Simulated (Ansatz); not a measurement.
# Calculated records

```cif
data_cstif3
_symmetry_space_group_name_H-M 'Pm-3m'
_symmetry_Int_Tables_number 221
_cell_length_a 4.1563
_cell_length_b 4.1563
_cell_length_c 4.1563
_cell_angle_alpha 90.000
_cell_angle_beta 90.000
_cell_angle_gamma 90.000
_cell_volume 71.80
loop_
_atom_site_label
_atom_site_type_symbol
_atom_site_symmetry_multiplicity
_atom_site_Wyckoff_symbol
_atom_site_fract_x
_atom_site_fract_y
_atom_site_fract_z
_atom_site_occupancy
Cs1 Cs 1 a 0.00000 0.00000 0.00000 1
Ti1 Ti 1 b 0.50000 0.50000 0.50000 1
F1 F 3 c 0.00000 0.50000 0.50000 1
_calc_subject 'A low-energy model for CsTiF3 (cubic perovskite) (Pm-3m): bands, U and J'
_calc_method 'DFT, LDA, plane waves, PAW (and 1 further level or step)'
_calc_program 'Ansatz 0.2.0'
_calc_settings_of_one_run 'cutoff 420 eV, 6×6×6 k-mesh, smearing width 0.08 eV, default PAW, coordination {"Ti": "octahedral"}, magnetic state non-magnetic by constraint'
_calc_cost '2 runs, 35 s in all on 4 threads of Arm Neoverse V2, shared host (the runs of this entry)'
_calc_notes 'The structure was built from a prototype and need not be the compound’s stable phase. This run has no spin polarisation, although Ti can carry a moment. The structure was relaxed with LDA. The structure type comes from a generator and need not be one that this composition takes. Limits: no spin-orbit coupling. The bands cross the Fermi level under this constraint, which need not be the crystal’s state: magnetic order, correlation or a lattice distortion may open a gap.'
_calc_ti_t2g 'U 5.71 eV, U′ 4.84 eV, J 0.43 eV, bare V 15.6 eV'
_calc_method 'constrained RPA on non-magnetic LDA, 4×4×4 mesh, static; search for lower states off'
```

[Paths, hosts, dates, memory and timing lines, banners, echoed tables and standing remarks are left out of the program output.]

[Logs are printed without paths, hosts, clocks, repeated set-up lines and the standing remarks that a program may print on its own settings, such as how far it seeks lower states.]

[Runs of the session that timed out or met a known fault of the program may be left out.]

[Hosts, paths, dates, database ids (printed as entryN), source tags and the programs' standing remarks are cut or masked in the printed files.]
